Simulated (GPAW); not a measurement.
## How TePb absorbs and reflects light

Wanted: where TePb starts to absorb, how strongly, and its refractive index.

Program: GPAW 26.7.0. Level of theory: DFT, LDA, plane-wave PAW (GPAW data sets), scalar-relativistic, RPA, optical limit. Results are calculated unless marked as measured.

This is a report of a sequence of runs, with most program output left out.

## (1) The structure

The structure is cubic, space group Fm-3m (No. 225). The conventional cell has a = 6.462 Å, b = 6.462 Å, c = 6.462 Å, α = 90.00°, β = 90.00°, γ = 90.00°. Nearest to Pb lie 6 Te at 3.23 Å. Nearest to Te lie 6 Pb at 3.23 Å. Farther neighbours and most contacts between anions are not listed.

As a file:

```cif
data_structure
_symmetry_space_group_name_H-M 'P 1'
_symmetry_Int_Tables_number 1
_cell_length_a 4.5693
_cell_length_b 4.5693
_cell_length_c 4.5693
_cell_angle_alpha 60.000
_cell_angle_beta 60.000
_cell_angle_gamma 60.000
_cell_volume 67.46
loop_
_atom_site_label
_atom_site_type_symbol
_atom_site_fract_x
_atom_site_fract_y
_atom_site_fract_z
_atom_site_occupancy
Pb1 Pb 0.00000 0.00000 0.00000 1
Te2 Te 0.50000 0.50000 0.50000 1
```

## (2) Ground state

First the ground state: is it a metal or has it a gap?

This step: DFT, LDA, plane-wave PAW (GPAW data sets), scalar-relativistic, ground state (GPAW 26.7.0).

The input, gs.py:

```python
from ase import Atoms
from ase.dft.bandgap import bandgap
from gpaw import GPAW, PW, FermiDirac

atoms = Atoms(['Pb', 'Te'],
              cell=[[0.000000000000, 3.231000000000, 3.231000000000],
                    [3.231000000000, 0.000000000000, 3.231000000000],
                    [3.231000000000, 3.231000000000, 0.000000000000]],
              scaled_positions=[[0.000000000000, 0.000000000000, 0.000000000000],
                                [0.500000000000, 0.500000000000, 0.500000000000]],
              pbc=[True, True, True])
atoms.calc = GPAW(mode=PW(400), xc='LDA', kpts={'size': (6, 6, 6), 'gamma': True},
                  occupations=FermiDirac(0.05), maxiter=150, txt='gs.txt')
print('energy (eV)', atoms.get_potential_energy())
print('Fermi level (eV)', atoms.calc.get_fermi_level())
print('valence electrons', atoms.calc.get_number_of_electrons())
print('gap (eV)', bandgap(atoms.calc, output=None)[0])
print('direct gap (eV)', bandgap(atoms.calc, direct=True, output=None)[0])
atoms.calc.write('gs.gpw')
```

The run is started by

```sh
$ OMP_NUM_THREADS=1 python gs.py
```

Elapsed: 5.6 s, on 1 thread of Arm Neoverse V2, shared host; peak memory 0.14 GiB.

Numbers from this step:

* energy: -8.994 eV
* Fermi energy: 5.645 eV
* gap on the k-mesh: 0.6165 eV
* direct gap on the mesh: 0.6165 eV
* electrons: 20

There is a gap, 0.62 eV on this mesh (points off the mesh can give less), so no carriers' term is needed.

## (3) Bands for the response

At the fixed density, many empty bands are solved on the mesh of the response, since the spectrum sums over them.

This step: DFT, LDA, plane-wave PAW (GPAW data sets), scalar-relativistic, bands at fixed density (GPAW 26.7.0).

The input, nscf.py:

```python
from ase.dft.bandgap import bandgap
from gpaw import GPAW, FermiDirac

calc = GPAW('gs.gpw').fixed_density(kpts={'size': (16, 16, 16), 'gamma': True}, nbands=49, convergence={'bands': 43},
                                    occupations=FermiDirac(0.001), txt='nscf.txt')
print('gap (eV)', bandgap(calc, output=None)[0])
print('direct gap (eV)', bandgap(calc, direct=True, output=None)[0])
print('top band over the Fermi level (eV)', min(calc.get_eigenvalues(kpt=k)[42] for k in range(len(calc.get_ibz_k_points()))) - calc.get_fermi_level())
calc.write('full.gpw', mode='all')
```

The run is started by

```sh
$ OMP_NUM_THREADS=1 python nscf.py
```

The job ended after 3.9 min (1 thread; peak memory 0.32 GiB).

## (4) Dielectric function, RPA

Local fields let the induced charge screen the field inside the cell, which as a rule lowers ε, most along directions where the density is uneven.

This step: DFT, LDA, plane-wave PAW (GPAW data sets), scalar-relativistic, RPA, optical limit (GPAW 26.7.0).

The input, df.py:

```python
from gpaw.response.df import DielectricFunction

df = DielectricFunction('full.gpw', frequencies={'type': 'nonlinear', 'domega0': 0.03, 'omega2': 8},
                        ecut=50,
                        eta=0.1,
                        nbands=43,
                        txt='df.txt')
for direction in ['x']:
    df.get_dielectric_function(xc='RPA', direction=direction, filename=f'df_{direction}.csv')
```

The run is started by

```sh
$ OMP_NUM_THREADS=1 python df.py
```

The job ended after 29 s (1 thread; peak memory 0.31 GiB).

Read-outs, printed or worked out from the files:

| Property | Result |
| --- | --- |
| electronic dielectric constant ε∞, mean over x, y and z (by symmetry where fewer were run) | 30.09 |
| centre of weight of the strongest loss peak in the window | 14.23 eV |

Some rows of df_x.csv (energy; Re and Im without local fields; Re and Im with them):

```text
0.000000, 32.449396, 0.000000, 30.087759, 0.000000
0.555532, 35.802056, 1.614033, 33.142479, 1.483416
1.143969, 49.648914, 11.890267, 45.397198, 10.784541
1.768324, 19.717319, 84.502577, 23.348710, 75.948962
2.431988, -25.115255, 32.838188, -22.286336, 33.742236
3.138794, -14.319208, 8.841280, -14.235791, 9.302763
3.893091, -7.776075, 3.618820, -8.113665, 3.747624
4.699832, -3.022867, 2.110944, -3.637637, 2.003304
5.564682, -0.141043, 3.021356, -0.962458, 2.293141
6.494155, -0.149508, 5.069400, -0.240620, 3.367857
7.495775, -2.559374, 3.244986, -1.857293, 2.901189
8.578281, -1.561577, 1.841036, -1.352436, 1.577675
9.751884, -1.279868, 1.789214, -0.649270, 1.370123
11.028587, -1.019266, 1.048797, -0.574196, 1.033914
12.422601, -0.499937, 0.720057, -0.204104, 0.658712
13.950874, -0.249740, 0.447180, -0.023786, 0.503271
15.633783, 0.124951, 0.357127, 0.369652, 0.300891
17.496047, 0.560369, 0.259793, 0.603179, 0.370409
19.567954, 0.404703, 0.363246, 0.507653, 0.383243
21.887015, 0.396590, 0.279020, 0.499325, 0.342568
24.500258, 0.559653, 0.140978, 0.600974, 0.236840
```

Sum at mesh points, not converged in k; values under the direct gap are tails of Lorentzian lines. The Im ε, E ∥ x by photon energy; read off at these points:

```tsv
photon energy (eV)	Im ε, E ∥ x
0.00	0
0.50	1.21
1.00	7.38
1.50	40.4
1.77	75.9
2.00	57.6
2.50	28.5
3.00	11.7
3.50	6.74
4.00	3.19
4.50	2.38
5.00	1.79
5.50	2.23
6.00	2.90
6.50	3.39
7.00	3.64
7.50	2.89
8.00	1.93
8.50	1.62
9.00	1.38
9.50	1.19
10.00	1.24
10.50	1.11
11.00	1.03
11.50	0.781
12.00	0.639
12.50	0.667
13.00	0.561
13.50	0.490
14.00	0.470
14.50	0.328
15.00	0.298
15.50	0.294
16.00	0.346
16.50	0.333
17.00	0.328
17.50	0.372
18.00	0.517
18.50	0.494
19.00	0.431
19.50	0.393
20.00	0.404
20.50	0.417
21.00	0.373
21.50	0.327
22.00	0.327
22.50	0.276
23.00	0.238
23.50	0.221
24.00	0.220
24.50	0.237
```

Sum at mesh points, not converged in k. Table of reflectivity at normal incidence, E ∥ x by photon energy; read off at these points:

```tsv
photon energy (eV)	reflectivity at normal incidence, E ∥ x (%)
0.00	47.8
0.50	49.3
1.00	54.4
1.50	63.2
2.00	71.7
2.50	76.6
2.59	78.1
3.00	75.2
3.50	71.3
4.00	75.8
4.50	69.6
5.00	58.1
5.50	34.3
6.00	24.1
6.50	27.3
7.00	35.9
7.50	42.8
7.91	46.9
8.00	45.9
8.50	44.0
9.00	37.8
9.50	35.0
10.00	35.8
10.50	35.7
11.00	32.2
11.25	38.4
11.50	30.4
12.00	33.0
12.50	26.6
13.00	23.3
13.50	24.5
14.00	23.0
14.13	25.6
14.50	15.0
15.00	11.2
15.50	7.39
16.00	5.86
16.50	4.47
17.00	3.41
17.50	2.66
18.00	3.66
18.50	4.82
19.00	4.89
19.50	4.11
20.00	3.72
20.50	3.69
21.00	4.44
21.50	3.72
22.00	4.01
22.50	3.64
23.00	2.86
23.50	2.37
24.00	2.08
24.50	2.07
```

Sum at mesh points, not converged in k; values under the direct gap are tails of Lorentzian lines. The loss function −Im 1/ε at q → 0, E ∥ x by energy loss; read off at these points:

```tsv
energy loss (eV)	loss function −Im 1/ε at q → 0, E ∥ x
0.00	0
0.50	0.00114
1.00	0.00389
1.50	0.00841
2.00	0.0168
2.50	0.0202
3.00	0.0324
3.50	0.0511
4.00	0.0553
4.50	0.0925
5.00	0.192
5.50	0.369
6.00	0.345
6.50	0.294
7.00	0.246
7.50	0.245
8.00	0.293
8.50	0.355
9.00	0.493
9.50	0.612
10.00	0.575
10.50	0.635
11.00	0.756
11.50	1.05
12.00	1.21
12.50	1.36
13.00	1.74
13.50	1.98
13.69	2.36
14.00	2.11
14.22	3.06
14.50	2.55
15.00	2.12
15.50	1.50
16.00	1.26
16.50	1.03
17.00	0.858
17.50	0.739
18.00	0.837
18.50	1.02
19.00	1.08
19.50	0.974
20.00	0.910
20.50	0.900
21.00	1.03
21.50	0.909
22.00	0.955
22.50	0.861
23.00	0.693
23.50	0.593
24.00	0.549
24.50	0.568
```

Sum at mesh points, not converged in k; values under the direct gap are tails of Lorentzian lines. Table of Im ε, E ∥ x by photon energy; read off at these points:

```tsv
photon energy (eV)	without local fields	with local fields
0.0	0	0
1.0	8.06	7.38
1.7	83.3	73.0
1.8	83.5	75.9
2.0	60.1	57.6
3.0	11.2	11.7
4.0	3.15	3.19
5.0	2.01	1.79
6.0	4.32	2.90
7.0	4.67	3.64
8.0	2.13	1.93
9.0	1.80	1.38
10.0	1.44	1.24
11.0	1.08	1.03
12.0	0.679	0.639
13.0	0.632	0.561
14.0	0.411	0.470
15.0	0.378	0.298
16.0	0.285	0.346
17.0	0.237	0.328
18.0	0.565	0.517
19.0	0.409	0.431
20.0	0.397	0.404
21.0	0.313	0.373
22.0	0.260	0.327
23.0	0.187	0.238
24.0	0.144	0.220
```

Optical constants at common wavelengths, from n + ik = √ε:

```tsv
wavelength (nm)	n	k	R (%)	1/α
1064	6.86	0.822	56.0	103 nm
800	8.02	2.909	64.3	22 nm
450	1.79	4.557	74.9	7.9 nm
405	1.35	4.063	75.5	7.9 nm
365	0.98	3.341	74.0	8.7 nm
308	0.60	2.645	75.0	9.3 nm
248	0.54	1.665	58.1	12 nm
```

Below the direct gap, k and the depth come from the tails of the Lorentzian lines, not from transitions.

## (5) Outcome

```json
{
 "electronic dielectric constant ε∞, mean over x, y and z (by symmetry where fewer were run) (RPA)": "30.1",
 "centre of weight of the strongest loss peak in the window, first axis": "14.2 eV"
}
```

**Reading.** At this level (LDA, RPA) TePb has ε∞ = 30.1 and n = 6.10 at 1550 nm. On the mesh the gap is 0.62 eV and the least direct gap 0.62 eV. Local fields change the static value along x from 32.45 to 30.09 (-7 %). Excitons and phonon-assisted transitions are missing; LDA gaps are as a rule too small, which pulls the onset down and ε∞ up, while the missing spin-orbit coupling works the other way with such heavy atoms. Spin-orbit coupling is left out although heavy atoms are present. The sum runs over mesh points 0.11 Å⁻¹ apart with no interpolation, so peaks are partly noise of the mesh; over so small a direct gap single mesh points weigh heavily, so ε∞, n and their changes from run to run can be far off.

[Machine, clock and banner lines and Python warnings are left out of the logs.]

[Logs are printed without paths, hosts, clocks, repeated set-up lines and the standing remarks that a program may print on its own settings, such as how far it seeks lower states.]

[Hosts, paths, dates, database ids (printed as entryN), source tags and the programs' standing remarks are cut or masked in the printed files.]
